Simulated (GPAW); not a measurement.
Entries from a set of simulations; values are calculated unless marked as measured.

### Quasiparticle gap of Si2MoN4 (MoSi2N4-type monolayer) in GPAW

The cell holds 7 atoms: 1 Mo, 4 N and 2 Si. Cell: a = 2.866 Å, b = 2.866 Å, c = 17.900 Å, α = 90.0°, β = 90.0°, γ = 120.0°. Vacuum lies along c.

* method: DFT, LDA, plane waves, PAW (and 1 further level or step)
* program: GPAW 26.7.0
* settings of one run: cutoff 700 eV, GPAW PAW setups 1.2.1 data release, 9×9×1 k-mesh
* cost: 4 runs, 9.4 min in all on 8 MPI ranks of Intel Xeon Platinum 8375C at 2.90GHz (Ice Lake), shared host (the runs of this entry)
* notes: Values taken over the cell’s volume include its vacuum. The start is a generated structure, not a measured one. Limits: no spin-orbit coupling. Bands and cutoff are finite, so the gap is not at the basis limit. The miss can reach some tenths of an eV and take either sign; the mesh is an error of its own.
* LDA gap: 1.76 eV, indirect
* G0W0 gap on the mesh: 2.90 eV
* GW settings: 9×9×1 mesh, 96 bands, screening to 48 eV, full frequency, Hilbert transform
* known limits: not at the basis limit; no spin-orbit coupling

G0W0 moves the gap on the mesh from 1.76 eV to 2.90 eV (+1.15 eV), with Z of 0.78 and 0.77 at the edges. Only 2 of the mesh's irreducible points were corrected, so a valley elsewhere could overtake.

[Runs of the session that timed out or met a known fault of the program may be left out.]

[Hosts, paths, dates, database ids (printed as entryN), source tags and the programs' standing remarks are cut or masked in the printed files.]
